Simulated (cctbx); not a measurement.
**Resonant diffraction in TiTl2Cl6**

Space group Fm-3m (no. 225), a = 9.8840 Å, b = 9.8840 Å, c = 9.8840 Å, α = 90.00°, β = 90.00°, γ = 90.00°.

| atom | mult. | x | y | z | Ueq (Å²) |
| --- | --- | --- | --- | --- | --- |
| Tl1 | 8 | 1/4 | 3/4 | 3/4 | 0.0041 |
| Ti1 | 4 | 0 | 0 | 0 | 0.0047 |
| Cl1 | 24 | 1/2 | 0 | 0.7344 | 0.0114 |

This is a model crystal, built by substitution and not relaxed, with assumed displacement parameters.

Calculated with cctbx: free-atom f′ and f″ from the Sasaki tables, no fine structure; amplitudes in electrons.

| E (eV) | F 4 2 2 | F 0 4 2 | F 2 4 4 | F 4 4 0 |
| --- | --- | --- | --- | --- |
| 12058 | 412.5 | 310.5 | 288.5 | 681.4 |
| 12408 | 399.0 | 297.0 | 275.2 | 667.8 |
| 12538 | 388.1 | 286.1 | 264.4 | 656.8 |
| 12598 | 377.6 | 275.5 | 254.0 | 646.3 |
| 12628 | 367.0 | 265.0 | 243.6 | 635.8 |
| 12643 | 356.5 | 254.4 | 233.2 | 625.4 |
| 12650 | 347.1 | 245.0 | 223.9 | 616.0 |
| 12654 | 337.0 | 234.9 | 213.9 | 605.9 |
| 12662 | 342.6 | 242.7 | 222.5 | 608.6 |
| 12666 | 353.8 | 253.7 | 233.3 | 619.9 |
| 12673 | 363.6 | 263.4 | 242.8 | 629.8 |
| 12688 | 374.4 | 274.0 | 253.2 | 640.6 |
| 12718 | 385.0 | 284.6 | 263.5 | 651.4 |
| 12808 | 399.1 | 298.4 | 277.1 | 665.5 |
| 13058 | 413.5 | 312.7 | 291.1 | 679.9 |

**Question.** Which edge is crossed, and why do the reflections move as they do?

The L3 edge of Tl. The edge is at 12658 eV. f′ of Tl falls from -12.2 e at 12538 eV to -18.7 e at 4 eV below it, and f″ steps from 3.93 to 10.14 e across it. Over that approach |F| changes by -13 % (4 2 2), -18 % (0 4 2), -19 % (2 4 4) and -8 % (4 4 0): a reflection falls where Tl scatters in phase with the total and rises where it scatters against it; it hardly moves where the Tl term is small or cancels by symmetry. Above the edge the larger f″ enters the imaginary part, where it can add to or cancel the other atoms' f″. The structure is centrosymmetric, so Friedel mates stay equal.
